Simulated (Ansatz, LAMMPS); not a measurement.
# Amorphous polyacrylonitrile (as short chains C14N4H18) at 540 K (108 atoms): a single point

What does DFT give for amorphous polyacrylonitrile (as short chains C14N4H18) at 540 K (108 atoms) as built?

Method: Kohn-Sham DFT, PBE+D3(BJ), PAW (set soft_2), plane waves, in Ansatz 0.2.0.

### 1. The system as given

The cell holds 108 atoms: 42 C, 12 N and 54 H. Cell: a = 10.877 Å, b = 10.877 Å, c = 10.877 Å, α = 90.0°, β = 90.0°, γ = 90.0°. 3 polyacrylonitrile chains of 4 units with methyl end groups placed at random, at 0.938 g/cm³; overlaps pushed apart, then 20 ps at 800 K with MMFF94 bonds, angles, torsions, charges and radii (Halgren, J. Comput. Chem. 17, 490 (1996)) in harmonic and 12-6 forms. Snapshot after 30 ps at 540 K and fixed volume.

What the set-up can't give: The network of contacts between molecules at the start is that of the classical potential that made the cell, and needn't be the one that DFT or experiment would give. The density was typed from a rule of thumb and may lie off the real one at this temperature. The Brillouin zone is sampled at Γ only, in a cell whose shortest periodic width is 11 Å.

### 2. Making the structure

A classical potential makes the cell, at a small fraction of what the same run would cost in DFT.

This step: classical MD, MMFF94 bonds, angles, torsions, charges and radii (Halgren, J. Comput. Chem. 17, 490 (1996)) in harmonic and 12-6 forms; charges of ions scaled by 0.8 (LAMMPS 22 Jul 2025 - Update 4).

Input file in.lmp:

```
# amorphous polyacrylonitrile
units real
atom_style full
boundary p p p
bond_style harmonic
angle_style harmonic
dihedral_style opls
improper_style harmonic
special_bonds lj 0 0 0.5 coul 0 0 0.75
read_data data.lmp
neigh_modify delay 0 every 1 check yes one 4000
comm_modify cutoff 12.0
timestep 0.5
thermo_style custom step time temp pe press density
thermo_modify norm yes
# push overlapping molecules apart
pair_style soft 2.6
pair_coeff * * 0.0
variable a equal ramp(1,60)
fix ad all adapt 1 pair soft a * * v_a
velocity all create 800 652225 mom yes dist gaussian
fix lim all nve/limit 0.03
fix lan all langevin 800 800 50 652226 zero yes
thermo 1000
run 3000 post no
unfix ad
pair_style lj/cut/coul/long 9.0
pair_modify mix arithmetic tail yes
pair_coeff 1 1 0.0678 3.3680   # C
pair_coeff 2 2 0.0678 3.5530   # C
pair_coeff 3 3 0.0721 3.3270   # N
pair_coeff 4 4 0.0216 2.5400   # H
kspace_style pppm 1.0e-4
thermo 100
# [... 16 lines left out ...]
compute msd all msd com yes
thermo 7500
fix md all nvt temp 540 540 100
run 30000 post no
print "== T540: mean square displacement over the hold $(c_msd[4]:%.2f) A^2"
unfix md
uncompute msd
write_dump all custom T540.dump id type xs ys zs modify sort id
```

Run with:

```bash
> lmp -in in.lmp -log none -nocite
```

Output:

```text
LAMMPS (22 Jul 2025 - Update 4)
Reading data file ...
  orthogonal box = (0 0 0) to (10.87734 10.87734 10.87734)
  108 atoms
  orthogonal box = (0 0 0) to (10.87734 10.87734 10.87734)
  105 bonds
  192 angles
  243 dihedrals
   Step          Time           Temp          PotEng         Press         Density
         0   0              800            0.40770924    -10478.674      0.93799866
      1000   500            631.64945      2.5544166      25236.2        0.93799866
      2000   1000           583.5053       2.6982726      27312.43       0.93799866
      3000   1500           715.95684      2.4906962      24677.738      0.93799866
Loop time of 0.258317 s on 1 MPI rank(s) for 3000 steps with 108 atoms
PPPM initialization ...
  G vector (1/distance) = 0.27143591
  grid = 5 5 5
  estimated relative force accuracy = 3.7108346e-05
   Step          Time           Temp          PotEng         Press         Density
[... 16 lines left out ...]
   Step          Time           Temp          PotEng         Press         Density
      2000   1000           587.91201      1.3338679      15575.951      0.93799866
[... 5 lines left out ...]
WARNING: Bond/angle/dihedral extent > half of periodic box length
Loop time of 7.07322 s on 1 MPI rank(s) for 20000 steps with 108 atoms
WARNING: Bond/angle/dihedral extent > half of periodic box length
   Step          Time           Temp          PotEng         Press         Density
[... 4 lines left out ...]
Loop time of 6.98292 s on 1 MPI rank(s) for 20000 steps with 108 atoms
   Step          Time           Temp          PotEng         Press         Density
[... 2 lines left out ...]
     52500   51500          441.61731      0.52560183     10612.456      0.93799866
     60000   59000          585.90569      0.53771499    -102.01432      0.93799866
     67500   66500          553.91056      0.71980325    -5270.6497      0.93799866
     72000   71000          504.06715      0.36628898     1997.4473      0.93799866
Loop time of 10.2204 s on 1 MPI rank(s) for 30000 steps with 108 atoms
== T540: mean square displacement over the hold 12.43 A^2
```

Run time: 26 s. Hardware: 1 thread of Arm Neoverse V2, shared host; peak memory 0.13 GiB.

The input also reads data.lmp (atoms, bonds and types; not printed here).

### 3. Plane-wave single point

The electrons are solved once, with the atoms held.

Input file input.yaml:

```yaml
crystal:
  lattice:
    - [10.87734, 0.0, 0.0]
    - [0.0, 10.87734, 0.0]
    - [0.0, 0.0, 10.87734]
  atoms:
    - { symbol: C, position: [0.72823, 0.31198, 0.21239] }
    - { symbol: C, position: [0.7727, 0.17889, 0.18169] }
    - { symbol: C, position: [0.79094, 0.16882, 0.03988] }
    - { symbol: C, position: [0.85469, 0.04903, 0.01545] }
    - { symbol: "N", position: [0.90897, 0.95982, 0.99243] }
    - { symbol: C, position: [0.67411, 0.1831, 0.96165] }
    - { symbol: C, position: [0.7034, 0.17523, 0.82758] }
    - { symbol: C, position: [0.8115, 0.23867, 0.78018] }
    - { symbol: "N", position: [0.88814, 0.27253, 0.71517] }
    - { symbol: C, position: [0.60474, 0.19846, 0.7368] }
    - { symbol: C, position: [0.484, 0.1477, 0.78021] }
    - { symbol: C, position: [0.3901, 0.19611, 0.69542] }
    - { symbol: "N", position: [0.32181, 0.22459, 0.61922] }
    - { symbol: C, position: [0.49108, 0.00467, 0.77216] }
    - { symbol: C, position: [0.37054, 0.93471, 0.79618] }
    - { symbol: C, position: [0.29297, 0.9851, 0.89905] }
    - { symbol: "N", position: [0.22022, 0.02253, 0.96979] }
    - { symbol: C, position: [0.3993, 0.81225, 0.84214] }
    - { symbol: H, position: [0.716, 0.31655, 0.30916] }
    - { symbol: H, position: [0.79551, 0.38349, 0.18449] }
    - { symbol: H, position: [0.63312, 0.33391, 0.1897] }
    - { symbol: H, position: [0.86233, 0.16478, 0.22564] }
    - { symbol: H, position: [0.70818, 0.10937, 0.21312] }
    - { symbol: H, position: [0.85016, 0.24601, 0.01957] }
    - { symbol: H, position: [0.6055, 0.11399, 0.98949] }
    - { symbol: H, position: [0.64057, 0.26772, 0.97448] }
    - { symbol: H, position: [0.71923, 0.0871, 0.81156] }
    - { symbol: H, position: [0.58822, 0.29296, 0.73483] }
    - { symbol: H, position: [0.61925, 0.15417, 0.64816] }
    - { symbol: H, position: [0.46554, 0.18886, 0.87265] }
    - { symbol: H, position: [0.56078, 0.98166, 0.83944] }
    - { symbol: H, position: [0.54135, 0.98429, 0.68757] }
    - { symbol: H, position: [0.32028, 0.93217, 0.70764] }
    - { symbol: H, position: [0.31282, 0.75419, 0.83431] }
    - { symbol: H, position: [0.44688, 0.81898, 0.93244] }
    - { symbol: H, position: [0.46633, 0.76557, 0.78096] }
    - { symbol: C, position: [0.22568, 0.6324, 0.07491] }
    - { symbol: C, position: [0.24638, 0.59115, 0.2055] }
    - { symbol: C, position: [0.1526, 0.49747, 0.26048] }
    - { symbol: C, position: [0.0441, 0.5695, 0.28397] }
    - { symbol: "N", position: [0.95855, 0.62735, 0.30717] }
    - { symbol: C, position: [0.12185, 0.38735, 0.18242] }
    - { symbol: C, position: [0.22312, 0.29002, 0.15627] }
    - { symbol: C, position: [0.31445, 0.33182, 0.06571] }
    - { symbol: "N", position: [0.39071, 0.36099, 0.99374] }
    - { symbol: C, position: [0.28695, 0.24138, 0.2822] }
    - { symbol: C, position: [0.28505, 0.1008, 0.31097] }
    - { symbol: C, position: [0.36253, 0.03458, 0.22428] }
    - { symbol: "N", position: [0.42965, 0.96908, 0.17094] }
    - { symbol: C, position: [0.1594, 0.03988, 0.29835] }
    - { symbol: C, position: [0.10301, 0.06192, 0.42559] }
    - { symbol: C, position: [0.04941, 0.18873, 0.4194] }
    - { symbol: "N", position: [0.02119, 0.29112, 0.41881] }
    - { symbol: C, position: [0.99816, 0.9648, 0.42653] }
    - { symbol: H, position: [0.13444, 0.65039, 0.04814] }
    - { symbol: H, position: [0.25621, 0.56918, 0.00919] }
    - { symbol: H, position: [0.28481, 0.7032, 0.04736] }
    - { symbol: H, position: [0.24399, 0.67295, 0.26603] }
    - { symbol: H, position: [0.33277, 0.54296, 0.21787] }
    - { symbol: H, position: [0.17637, 0.47562, 0.36284] }
    - { symbol: H, position: [0.0783, 0.41148, 0.09369] }
    - { symbol: H, position: [0.03725, 0.34449, 0.2218] }
    - { symbol: H, position: [0.18532, 0.20931, 0.11866] }
    - { symbol: H, position: [0.24472, 0.27509, 0.37218] }
    - { symbol: H, position: [0.38473, 0.27182, 0.27566] }
    - { symbol: H, position: [0.32417, 0.08312, 0.40198] }
    - { symbol: H, position: [0.15449, 0.94476, 0.27252] }
    - { symbol: H, position: [0.10427, 0.08159, 0.22974] }
    - { symbol: H, position: [0.1428, 0.03659, 0.51636] }
    - { symbol: H, position: [0.94201, 0.97263, 0.34684] }
    - { symbol: H, position: [0.04161, 0.86414, 0.42734] }
    - { symbol: H, position: [0.93882, 0.96894, 0.50667] }
    - { symbol: C, position: [0.64835, 0.69861, 0.2001] }
    - { symbol: C, position: [0.59254, 0.76818, 0.30626] }
    - { symbol: C, position: [0.59311, 0.71068, 0.44187] }
    - { symbol: C, position: [0.50476, 0.61483, 0.44793] }
    - { symbol: "N", position: [0.43044, 0.53666, 0.45632] }
    - { symbol: C, position: [0.7231, 0.65898, 0.46814] }
    [... 24 atom lines left out ...]
    - { symbol: H, position: [0.08195, 0.56392, 0.86677] }
    - { symbol: H, position: [0.00775, 0.44314, 0.7821] }
    - { symbol: H, position: [0.12639, 0.47514, 0.59636] }
    - { symbol: H, position: [0.34383, 0.46289, 0.67644] }
    - { symbol: H, position: [0.28423, 0.52806, 0.81894] }
    - { symbol: H, position: [0.23538, 0.38073, 0.78914] }
kpoints:
  mp_grid: { grid: [1, 1, 1] }
hamiltonian:
  xc: pbe
  dispersion: d3bj
scf:
  occupations: { method: fixed }
output:
  forces: true
  stress: true
  populations: true
  dos:
    method: { smearing: { sigma: 0.08 } }
    de: 0.1
    projected: { site_lists: { C: [C], H: [H], "N": ["N"] } }
  eigenvalues: true
  write_density: true
  write_potential: true
  volumetric_format: npy
```

Run with:

```bash
> ansatz run input.yaml --threads 8 --pin off --max-ram 15872MiB --backend cpu --events-out ev --progress --plain --runs-dir out
```

Output:

```text
Engine: ansatz 0.2.0, aarch64-unknown-linux-gnu
Pseudopotentials: kind: paw
Pseudopotential: C, paw, valence charge 4, recommended cutoff 420 eV (normal), C.paw.azcp
Pseudopotential: N, paw, valence charge 5, recommended cutoff 420 eV (normal), N.paw.azcp
Pseudopotential: H, paw, valence charge 1, recommended cutoff 420 eV (normal), H.paw.azcp
[... 5 lines on functional and potentials left out ...]
Crystal: 108 atoms, lattice volume = 1286.969 Å³
Basis set: ecut = 420 eV, 25269 PW (Γ), exchange–correlation on 150×150×150 points (8 copies of the dense FFT grid, shifted against one another)
Bands: 249, of which v1, the nominal top of the filled ones, is band 141 counted from 1 (140 counted from 0)
Symmetry: 1 space group operations
Space group: P1 (ITA 1), of the structure as read, at distance tolerance 1.1e-4 Å
k-points: 1
[... 7 lines on functional and potentials left out ...]
Initial density: superposition of atomic densities (neutral atoms: chi_scale 0, normalization atom), corrected by the library's trained network
Initial wavefunctions: pseudopotential atomic-orbital guess
Functional: x = pbe(κ = 0.804, μ = 0.219515), c = pbe(β = 0.066725)
SCF iter   1: F=—  HF=-16004.393609 eV  |F-HF|=—  |Δ(HF+E_count)|=         —  Δρ=4.59e-3  dr2=4.27e-1  ethr=1.77e-3  ⟨swp⟩=5.0  Hψ=864  notcnv=0  defer=104
preconditioner: auto → Resta (q_TF=auto, 2.118 Å⁻¹)  ε∞=2.4  [insulator: Δε(μ)=5.779 eV  Ē_g=14.846 eV  n_scr=202 (ndim 8)  ℏωp=17.4 eV  f_vac=0.274  ε∞_Penn≈2.4]
SCF iter   2: F=—  HF=-16004.359984 eV  |F-HF|=—  |Δ(HF+E_count)|=   3.36e-2  Δρ=2.54e-3  dr2=1.08e-1  ethr=1.52e-4  ⟨swp⟩=2.0  Hψ=423  notcnv=0  defer=106
SCF iter   3: F=—  HF=-16004.358842 eV  |F-HF|=—  |Δ(HF+E_count)|=   1.14e-3  Δρ=1.55e-3  dr2=4.50e-2  ethr=3.83e-5  ⟨swp⟩=3.0  Hψ=289  notcnv=0  defer=106
SCF iter   4: F=—  HF=-16004.355965 eV  |F-HF|=—  |Δ(HF+E_count)|=   2.88e-3  Δρ=4.54e-4  dr2=4.33e-3  ethr=1.60e-5  ⟨swp⟩=3.0  Hψ=289  notcnv=0  defer=106
SCF iter   5: F=—  HF=-16004.355788 eV  |F-HF|=—  |Δ(HF+E_count)|=   1.77e-4  Δρ=2.31e-4  dr2=8.80e-4  ethr=1.53e-6  ⟨swp⟩=2.0  Hψ=287  notcnv=0  defer=106
SCF iter   6: F=—  HF=-16004.355734 eV  |F-HF|=—  |Δ(HF+E_count)|=   5.41e-5  Δρ=1.59e-4  dr2=4.13e-4  ethr=3.12e-7  ⟨swp⟩=2.0  Hψ=289  notcnv=0  defer=106
SCF iter   7: F=—  HF=-16004.355646 eV  |F-HF|=—  |Δ(HF+E_count)|=   8.80e-5  Δρ=3.10e-5  dr2=1.51e-5  ethr=1.47e-7  ⟨swp⟩=2.0  Hψ=285  notcnv=0  defer=105
SCF iter   8: F=—  HF=-16004.354296 eV  |F-HF|=—  |Δ(HF+E_count)|=   1.35e-3  Δρ=2.04e-5  dr2=6.57e-6  ethr=5.37e-9  ⟨swp⟩=2.0  Hψ=390  notcnv=0  defer=105
SCF iter   9: F=—  HF=-16004.354295 eV  |F-HF|=—  |Δ(HF+E_count)|=   1.28e-6  Δρ=6.75e-6  dr2=6.45e-7  ethr=2.33e-9  ⟨swp⟩=2.0  Hψ=287  notcnv=0  defer=105
SCF iter  10: F=-16004.354295 eV  HF=-16004.354295 eV  |F-HF|=2.60e-8  |Δ(HF+E_count)|=   8.26e-8  Δρ=2.11e-6  dr2=6.70e-8  ethr=3.55e-11  ⟨swp⟩=20.0  Hψ=2418  notcnv=0
SCF 1 converged in 10 iterations: F = -16004.354295 eV  dr2 = 6.70e-8
  greatest PAW one-centre occupation: 0.844 electrons in one spin orbital (limit 2), on the N atom at site 88 (counted from 0), in its partial waves of l = 0
WARN: The input density's exchange-correlation potential varies sharply where the density is thin. Do not read a vacuum level from v_tot or v_xc, or from such a field of the output density. On a cell that repeats whose density bears no net charge and no dipole along the vacuum's axis use v_es (v_loc + v_h of the components); [...]
SCF converged after 10 iterations
Free energy (F): -16004.354295 eV
Harris-Foulkes:  -16004.354295 eV  (|F-HF|=2.60e-8)
Internal energy: -16004.354295 eV  (E = F + TS)
E sigma→0 (E₀):  -16004.354295 eV
Fermi energy:    -2.587116 eV
--- Per-component energies (eV) ---
  E_band       = -2236.509403
  E_kinetic    = 6090.842666
  E_local      = -19758.516848  (includes V_loc(G=0)·N_el)
  E_nonlocal   = 1815.038683
  E_hartree    = 7088.992254
  E_xc         = -3201.700144
  E_vxc        = -4006.396094  (∫ρ·V_xc dr)
  E_paw        = -5731.837459  (= ΣΔE_a)
  E_vpaw       = -555.387715  (= ΣTr[D̂ρ^β])
  E_aug_tail   = -0.073744  (compensation charges beyond the density's cutoff)
  E_ewald      = -2301.179226
  E_disp       = -5.920479  (pairwise vdW)
  E_smearing   = -0.000000  (= −TS)
  E_closure    = -0.000000  (closes the sum)
  Σ components = -16004.354295   (vs F -16004.354295, Δ=0.00e0)
--- Forces (eV/Å), atoms counted from 1 ---
  atom   1  C      0.26748756    -0.76190167     0.09168060
  atom   2  C     -0.47208407     1.51782268    -0.83365862
  atom   3  C      0.00083079    -1.46656329     0.85711290
  atom   4  C     -0.05729957     1.07487314    -0.37143350
  atom   5  N     -0.18846296    -0.09369866     0.17780990
  atom   6  C      1.46024408    -2.54999247     0.32729964
  atom   7  C      0.55358105     2.16731213     0.13794199
  atom   8  C     -0.56289573    -0.65029203     0.29326064
  atom   9  N      0.95746322     0.71211720    -0.31388185
  atom  10  C     -1.32467795    -0.04622882     0.02232676
  atom  11  C     -1.27146431    -0.26326955    -0.05181106
  atom  12  C      0.57830828    -0.87955238     0.55697948
  atom  13  N     -0.53834598     0.12084031    -0.62255806
  atom  14  C     -0.25627858     1.63282780     1.02041061
[...]
atom 107  H      0.13667854     0.25220173    -0.28871622
  atom 108  H      0.07753523     1.56237810    -1.57509581
  max |Σ_I F_I| component: 2.03e-4 eV/Å
--- Stress (GPa, compression-positive) ---
        2.114664      -0.224972       0.226048
       -0.224972       2.443284      -0.143350
        0.226048      -0.143350       0.449003
  P = ⅓ Tr σ = 1.6690 GPa (16.690 kbar)
--- Band table (eV) ---
  k-point 0: bands = ["-18.4560", "-18.3393", "-18.2495", "-18.2068", [... 233 levels ...], "9.4276", "9.4464", "9.5109", "9.5902", "9.6194", "9.7000", "9.7173", "9.7421", "9.8059", "9.9008", "9.9838", "10.0099"]
--- Löwdin populations: 108 sites ---
  site symbol       q [e]
     0      C      4.4849
     1      C      4.2486
     2      C      4.1266
[...]
107      H      0.8214
  spilling = 0.012952 (of n_electrons = 282.000000)
```

Elapsed: 6.9 s, on 8 threads of Arm Neoverse V2, shared host; peak memory 1.3 GiB; 49 s of CPU time.

The column dr2 measures how far the density is from self-consistency, as an energy; F and HF (Harris–Foulkes) agree once it is small.

The program notes that the exchange-correlation potential is rough where the density is thin.

The run gave:

```
free energy                                      : -16004.3543 eV
free energy per atom                             : -148.1885 eV/atom
SCF cycles                                       : 10
pressure                                         : 1.669 GPa
r.m.s. force component                           : 1.107 eV/Å
longest force                                    : 5.377 eV/Å
Fermi energy                                     : -2.587 eV
gap (highest filled to lowest empty level) : 5.788 eV
spilling of the projection                       : 0.01295
```

Neighbours are counted within 1.34 Å (H-C), 1.85 Å (C-C), 1.62 Å (C-N).

Length of the force by element and coordination:

```csv
element,coordination,atoms,mean length of the force (eV/Å),spread,least,most
C,all,42,2.05,0.871,0.570,4.32
C,2,12,2.03,0.964,0.701,4.32
C,4,30,2.06,0.830,0.570,3.73
H,all,54,1.30,0.917,0.142,5.11
N,all,12,1.68,1.24,0.276,5.38
```

Löwdin charges by element and coordination (they lack the spilled electrons, 0.034 e an atom on average):

```csv
element,coordination,atoms,mean charge (e),spread,least,most
C,all,42,-0.121,0.224,-0.507,0.214
C,2,12,0.196,0.0108,0.171,0.214
C,4,30,-0.248,0.118,-0.507,-0.110
H,all,54,0.207,0.0204,0.170,0.264
N,all,12,-0.204,0.0146,-0.226,-0.175
```

States in the cell by windows of 1 eV, zero at the Fermi level; the larger projections on atomic orbitals stand beside the total:

```csv
from (eV),to (eV),total,C p,N p,H s,C s
-10,-9,7.5,2.6,0.0,1.6,3.1
-9,-8,13.6,5.8,0.0,2.6,4.7
-8,-7,6.2,2.4,0.0,1.6,2.0
-7,-6,10.0,6.9,0.1,1.8,0.9
-6,-5,13.8,9.5,0.1,2.5,1.2
-5,-4,17.8,13.7,0.4,2.5,0.8
-4,-3,22.1,15.2,1.0,4.5,0.9
-3,-2,29.8,17.5,3.8,6.4,0.8
-2,-1,56.2,23.1,19.3,7.7,0.7
-1,0,46.0,22.0,16.4,5.9,0.4
0,1,2.1,1.2,0.5,0.4,0.0
1,5,0.0,0.0,0.0,0.0,0.0
```

The curve was stored every 0.100 eV, coarse against its broadening of 0.08 eV, so these counts are rough.

With fixed occupations the program's Fermi level is the highest filled level; weight inside the gap is the broadening of levels at its edges.

Between -16 and -10 eV lie 57 more states.

The levels nearest the highest filled one (over half full), pooled over k-points and spins:

```csv
level less the highest filled one (eV),occupation
-0.323,2
-0.280,2
-0.227,2
-0.215,2
-0.0274,2
0,2
5.79,0
5.9,0
6.04,0
6.08,0
6.17,0
6.27,0
```

(Continued in part 2 of 2.)

[Long decimals in the printed logs are rounded to 6 places.]

[Logs are printed without paths, hosts, clocks, repeated set-up lines and the standing remarks that a program may print on its own settings, such as how far it seeks lower states.]

[Hosts, paths, dates, database ids (printed as entryN), source tags and the programs' standing remarks are cut or masked in the printed files.]

[The MMFF94 radii named for the starting cell were scaled by 0.96; in molecules described by MMFF94, hydrogen bound to N, O or S took a small fixed 12-6 site in their place.]
